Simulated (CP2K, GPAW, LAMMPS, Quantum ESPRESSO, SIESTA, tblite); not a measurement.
## tblite on glassy 29TiO2-71Al2O3 (mol %) (137 atoms): settings against a plane-wave reference

Aim: run glassy 29TiO2-71Al2O3 (mol %) (137 atoms) in tblite and see how near its forces come to a plane-wave reference, and at what cost.

Main program and level: tblite 0.8.0; the method is named at each step.

**1. The starting structure**

The cell holds 137 atoms: 9 Ti, 44 Al and 84 O. Cell: a = 11.336 Å, b = 11.336 Å, c = 11.336 Å, α = 90.0°, β = 90.0°, γ = 90.0°. 137 atoms (9 Ti, 44 Al, 84 O) placed at random at 3.12 g/cm³, melted at 4000 K for 10 ps at fixed volume with the Morse and Coulomb pair potential with partial charges (Pedone, Malavasi, Menziani, Cormack and Segre, J. Phys. Chem. B 110, 11780 (2006)). Quenched from 4000 K to 300 K at 300 K/ps and fixed volume, held 10 ps at zero pressure.

The yardstick, on the same geometry:

| Quantity | Value |
| --- | --- |
| method | Kohn-Sham DFT, PBE, SSSP efficiency 1.3.0 pseudopotentials, plane waves (Quantum ESPRESSO 7.5); sssp-pbe-1.3.0-efficiency, cutoffs 60/480 Ry, Γ point |
| r.m.s. force component | 1.124 eV/Å |
| longest force | 4.586 eV/Å |
| pressure | 12.07 GPa |
| gap (highest filled to lowest empty level) | 2.011 eV |
| time | 20 min on 4 MPI ranks of Arm Neoverse N1, shared host |
| CPU time | 79 min |

**2. GFN1-xTB**

Method: GFN1-xTB tight binding, diagonalisation.

run.py reads:

```python
import numpy as np
from ase.io import read
from tblite.ase import TBLite

atoms = read("structure.xyz")
atoms.calc = TBLite(method="GFN1-xTB", electronic_temperature=580, accuracy=1.0, max_iterations=250, mixer_damping=0.4, verbosity=1)
energy = atoms.get_potential_energy()
forces = atoms.get_forces()
print(f"energy {energy:.6f} eV")
print("forces (eV/A)")
for i, (a, f) in enumerate(zip(atoms, forces)):
    print(f"{i:4d} {a.symbol:2s} {f[0]:10.5f} {f[1]:10.5f} {f[2]:10.5f}")
stress = -atoms.get_stress(voigt=False) * 160.21766
print("stress (GPa, compression positive)")
for row in stress:
    print(" ".join(f"{x:10.4f}" for x in row))
print("charges (e)")
print(np.array2string(atoms.get_charges(), precision=4, suppress_small=True, max_line_width=110, threshold=100000))
```

structure.xyz reads:

```xyz
137
Lattice="11.33646 0.00000 0.00000 0.00000 11.33646 0.00000 0.00000 0.00000 11.33646" Properties=species:S:1:pos:R:3 pbc="T T T"
Ti 5.13122 9.99592 0.77507
Ti 2.70477 4.80768 4.21342
Ti 9.47683 10.66614 7.11567
Ti 10.38714 2.55921 3.75430
Ti 7.95990 2.52803 7.17371
Ti 3.16707 1.21538 4.43788
Ti 1.12673 1.87754 9.95613
Ti 2.14939 2.68413 1.95475
Ti 5.82660 5.84973 2.83740
Al 0.32638 5.03259 9.98130
Al 4.77265 10.75717 9.24024
Al 8.06634 2.97786 1.08127
Al 9.57931 2.50196 9.60062
Al 7.67512 8.13765 8.04367
Al 8.07802 11.04704 1.10462
Al 1.70172 5.47018 6.91320
Al 2.16300 1.84558 7.28492
Al 8.90468 11.00770 4.19460
Al 3.33723 4.18928 9.06599
Al 7.41314 8.80458 2.72665
Al 0.58496 0.42546 3.08125
Al 10.78982 11.02709 11.12844
Al 9.47535 5.71732 7.86841
Al 5.12635 7.83723 9.26257
Al 1.93944 7.38400 9.04933
Al 0.37569 5.70949 2.02605
Al 6.56177 1.53632 10.09398
Al 10.91282 7.47061 11.26300
Al 1.59742 10.37456 7.80878
Al 3.90734 6.37052 11.21029
Al 2.09713 9.85592 4.61655
Al 4.81369 3.87979 0.45947
Al 9.09082 7.92793 5.31317
Al 5.07805 1.28737 7.15331
Al 6.61233 5.21897 8.75515
Al 7.44080 2.59990 3.72765
Al 4.54467 9.89548 6.80482
Al 4.57823 8.82793 4.02512
Al 7.89086 10.06304 9.94650
Al 2.10801 9.89888 10.78630
Al 2.73379 8.21054 2.10053
Al 6.09323 11.33125 4.53844
Al 11.05123 3.60250 6.89030
Al 8.96850 5.21761 10.97007
Al 0.49144 8.34454 6.68352
Al 7.27336 7.23731 0.03922
Al 5.13553 1.78776 2.10858
Al 0.28931 9.35167 1.87675
Al 8.69223 6.06693 2.72075
Al 7.67660 5.01865 5.46123
Al 10.77565 5.69215 4.96582
Al 4.95777 4.30797 6.63999
Al 5.85778 7.24763 5.79531
O 7.39965 5.28370 3.70657
O 2.34721 0.83663 2.59299
O 5.88963 2.83820 10.91588
[... 77 atom lines left out ...]
O 7.89358 3.32215 5.26409
O 6.89620 9.62862 1.18160
O 0.75274 9.97336 3.38076
O 2.78287 8.21134 3.77844
```

On the command line:

```sh
$ OMP_NUM_THREADS=1 python run.py > output.txt
```

Log:

```text
------------------------------------------------------------
  cycle        total energy    energy error   density error
------------------------------------------------------------
      1     -401.9301035209  -4.0264302E+02   1.1385541E+00
      2     -739.4732696363  -3.3754317E+02   2.1677382E+00
      3      354.0363830606   1.0935097E+03   1.6259075E+00
      4     -313.8648362866  -6.6790122E+02   1.1745340E+00
      5     -443.1863134453  -1.2932148E+02   6.3807033E-01
      6     -426.5943568233   1.6591957E+01   5.5135854E-01
      7     -461.7561711648  -3.5161814E+01   3.9454316E-01
      8     -460.2583965271   1.4977746E+00   3.5236158E-01
      9     -463.0477925317  -2.7893960E+00   2.7882566E-01
     10     -465.3463804162  -2.2985879E+00   2.0832661E-01
     11     -464.4947599123   8.5162050E-01   2.0109106E-01
     12     -467.2059987512  -2.7112388E+00   1.4388326E-01
     13     -466.6017567758   6.0424198E-01   1.3357628E-01
     14     -467.9388381451  -1.3370814E+00   1.1044689E-01
     15     -468.5206068907  -5.8176875E-01   9.2808892E-02
     16     -468.9990618061  -4.7845492E-01   7.4204189E-02
     17     -469.1358289266  -1.3676712E-01   6.5236509E-02
     18     -469.2491650457  -1.1333612E-01   5.3984812E-02
     19     -469.3881518940  -1.3898685E-01   4.3134433E-02
     20     -469.5094986122  -1.2134672E-01   3.1674365E-02
     21     -469.5917418620  -8.2243250E-02   2.0072024E-02
     22     -469.6115837330  -1.9841871E-02   1.6511889E-02
     23     -469.6270661008  -1.5482368E-02   1.3706214E-02
     24     -469.6350211354  -7.9550347E-03   1.0444751E-02
[...]
32     -469.6451902387  -1.3777016E-04   7.1559260E-04
     33     -469.6452367763  -4.6537559E-05   3.6949849E-04
     34     -469.6452451321  -8.3558510E-06   2.3903325E-04
     35     -469.6452515525  -6.4203611E-06   1.1307967E-04
     36     -469.6452526818  -1.1293658E-06   5.3864332E-05
     37     -469.6452528652  -1.8336328E-07   4.3198577E-05
     38     -469.6452529396  -7.4396496E-08   3.1738022E-05
     39     -469.6452529934  -5.3763188E-08   1.9219814E-05
------------------------------------------------------------
 total:                                  33.054 sec
energy -12779.698274 eV
forces (eV/A)
   0 Ti    0.52901   -0.28405    0.33190
   1 Ti    0.64880   -1.64346   -0.62932
   2 Ti   -0.76622   -0.35292   -0.61687
   3 Ti    0.85075   -0.16809    0.08557
   4 Ti    0.35097    0.10845    0.07944
   5 Ti   -1.01436   -0.33829    0.26593
   6 Ti    0.62964   -0.12280    0.24376
   7 Ti   -0.60915   -0.57034   -0.00144
   8 Ti    0.26679    0.23227    1.34062
   9 Al    0.00566   -0.04848    0.18772
  10 Al   -0.50564    0.32827    1.38830
  11 Al    0.25788    1.40825    1.42142
  12 Al    0.94423   -0.64736   -2.40403
  13 Al   -1.11919    0.90111   -0.09900
  14 Al   -0.70446   -0.99965    0.88697
  15 Al   -0.12774   -1.16660   -0.79397
  16 Al    1.18034    0.11674    0.57443
  17 Al    0.04631    2.02114    0.19719
  18 Al    0.80517   -0.55083    0.40680
  19 Al   -0.34658    0.15689    0.35825
  20 Al    1.10106    1.32428    0.17794
  21 Al    0.46305    0.69909   -0.96375
  22 Al   -0.50540   -0.77345   -1.81186
  23 Al    1.18801    1.24819    1.11166
[...]
129 O    -0.03763   -0.57040    1.05204
 130 O     0.89980    0.36293   -0.91636
 131 O     0.72930   -0.47689   -1.02069
 132 O     0.00198    0.83278    0.45788
 133 O     0.34989   -1.14909    1.13285
 134 O    -1.15828    0.10338   -0.80359
 135 O    -0.08653   -0.65357    2.56555
 136 O    -0.90837   -1.03100    2.20654
stress (GPa, compression positive)
   18.7404     0.4476    -0.6779
    0.4476    20.1867    -0.4760
   -0.6779    -0.4760    20.0398
charges (e)
[ 0.628   0.6363  0.6493  0.5932  0.7105  0.6234  0.6404  0.6627  0.6593  0.5574  0.549   0.5449  0.5047
  0.5577  0.5507  0.5503  0.5331  0.5031  0.5317  0.5403  0.5173  0.5258  0.5708  0.5631  0.5391  0.4999
  0.5267  0.5487  0.549   0.5363  0.5607  0.5242  0.5293  0.5443  0.5311  0.5319  0.5588  0.5711  0.5386
  0.5476  0.547   0.5483  0.5616  0.5838  0.5141  0.5628  0.5221  0.56    0.5315  0.5529  0.5523  0.5109
  0.5359 -0.3664 -0.3645 -0.3508 -0.3637 -0.3725 -0.3735 -0.3575 -0.3998 -0.3357 -0.3247 -0.3498 -0.3348
 -0.3531 -0.37   -0.3539 -0.3531 -0.3652 -0.3495 -0.3512 -0.3661 -0.3722 -0.3751 -0.3476 -0.3372 -0.3285
 -0.3435 -0.328  -0.3224 -0.3798 -0.3591 -0.3393 -0.3461 -0.3644 -0.3762 -0.3126 -0.3753 -0.3451 -0.3588
 -0.3428 -0.3503 -0.3651 -0.3358 -0.3221 -0.3079 -0.3622 -0.3713 -0.3956 -0.3118 -0.3748 -0.359  -0.3511
 -0.4041 -0.3299 -0.3654 -0.3729 -0.3651 -0.3729 -0.3576 -0.3387 -0.3214 -0.3557 -0.3547 -0.361  -0.3198
 -0.3247 -0.3807 -0.3043 -0.3408 -0.3266 -0.3877 -0.3183 -0.3623 -0.3604 -0.3243 -0.3492 -0.3258 -0.3548
 -0.3617 -0.3615 -0.3911 -0.36   -0.3677 -0.3243 -0.3614]
```

Run time: 34 s. Hardware: 1 thread of Arm Neoverse N1, shared host; peak memory 0.18 GiB.

Banners, paths, timers and routine set-up lines are dropped from the logs unmarked, and long logs keep their key lines alone; longer cuts are marked.

Compared with the plane-wave run:

```
r.m.s. force component                  : 0.9219 eV/Å
r.m.s. difference of force components   : 729.6 meV/Å
longest difference of force vectors     : 3870 meV/Å
force difference over r.m.s. force      : 64.94 %
slope of forces against the reference's : 0.6258
correlation of force components         : 0.7627
pressure                                : 19.66 GPa
pressure difference                     : 7.584 GPa
```

Length of the force difference by element (eV/Å):

| element | atoms | mean | most |
| --- | --- | --- | --- |
| Al | 44 | 0.92 | 1.8 |
| O | 84 | 1.2 | 3.9 |
| Ti | 9 | 1.0 | 1.8 |

A closer look about Al53, picked at random: 9 atoms, nearest first, numbered in the order of the input, with positions taken from that point.

| atom | x | y | z | distance (Å) | bonds | Mulliken charge (e) | Fx | Fy | Fz (eV/Å) |
| --- | --- | --- | --- | --- | --- | --- | --- | --- | --- |
| Al53 | 0.00 | 0.00 | 0.00 | 0.00 | 4 | 0.54 | 0.59 | -0.49 | -0.10 |
| O81 | -1.23 | 1.25 | 0.15 | 1.76 | 3 | -0.32 | -0.55 | -2.40 | -0.39 |
| O71 | 1.58 | 0.75 | 0.39 | 1.80 | 3 | -0.35 | -0.12 | 0.73 | -0.46 |
| O97 | 0.19 | -1.81 | 0.23 | 1.83 | 3 | -0.31 | 0.12 | 1.19 | -0.64 |
| O67 | -0.25 | 0.08 | -1.82 | 1.84 | 3 | -0.37 | 0.30 | -1.08 | -0.88 |
| O98 | 0.28 | -0.29 | 2.38 | 2.41 | 3 | -0.36 | 0.43 | -1.37 | -0.99 |
| Al38 | -1.28 | 1.58 | -1.77 | 2.70 | 6 | 0.57 | -0.03 | 0.75 | -0.62 |
| Al50 | 1.82 | -2.23 | -0.33 | 2.90 | 4 | 0.55 | -1.15 | -0.90 | -0.17 |
| Al14 | 1.82 | 0.89 | 2.25 | 3.02 | 5 | 0.56 | -1.12 | 0.90 | -0.10 |

Atoms are counted from 1 here, from 0 in the log.

Forces lie 65 % from the reference's, at 0.0072 times its CPU time (on 1 against 4 cores).

**3. Results**

* force difference from the reference: tblite GFN1-xTB, 65 %
* its CPU time: 34 s

Tight binding differs by 65 % (tblite GFN1-xTB); it is another model, with fitted parameters of its own, and the xTB methods hold dispersion. One electronic-structure run takes under half the reference's CPU time: tblite GFN1-xTB, at 65 % in 34 s against 79 min, too far off to be of use; its pressure misses by +7.6 GPa. Periodic xTB results under one method name differ between programs and library versions. The reference's pressure holds the uncorrected Pulay stress of its 60 Ry basis, so small pressure differences, and their order, may be the reference's own error. The quench rate of 300 K/ps is many orders above laboratory rates, so the cell is likely richer in defects and strain than a real sample. The network of bonds at the start is that of the classical potential that made the cell, and needn't be the one that DFT or experiment would give. The electronic-structure runs sample only Γ, in a cell whose shortest periodic width is 11 Å.

[Also dropped from logs without a mark: logging warnings of Python, and SIESTA's first energy breakdown and zero terms.]

[Logs are printed without paths, hosts, clocks, repeated set-up lines and the standing remarks that a program may print on its own settings, such as how far it seeks lower states.]

[Hosts, paths, dates, database ids (printed as entryN), source tags and the programs' standing remarks are cut or masked in the printed files.]
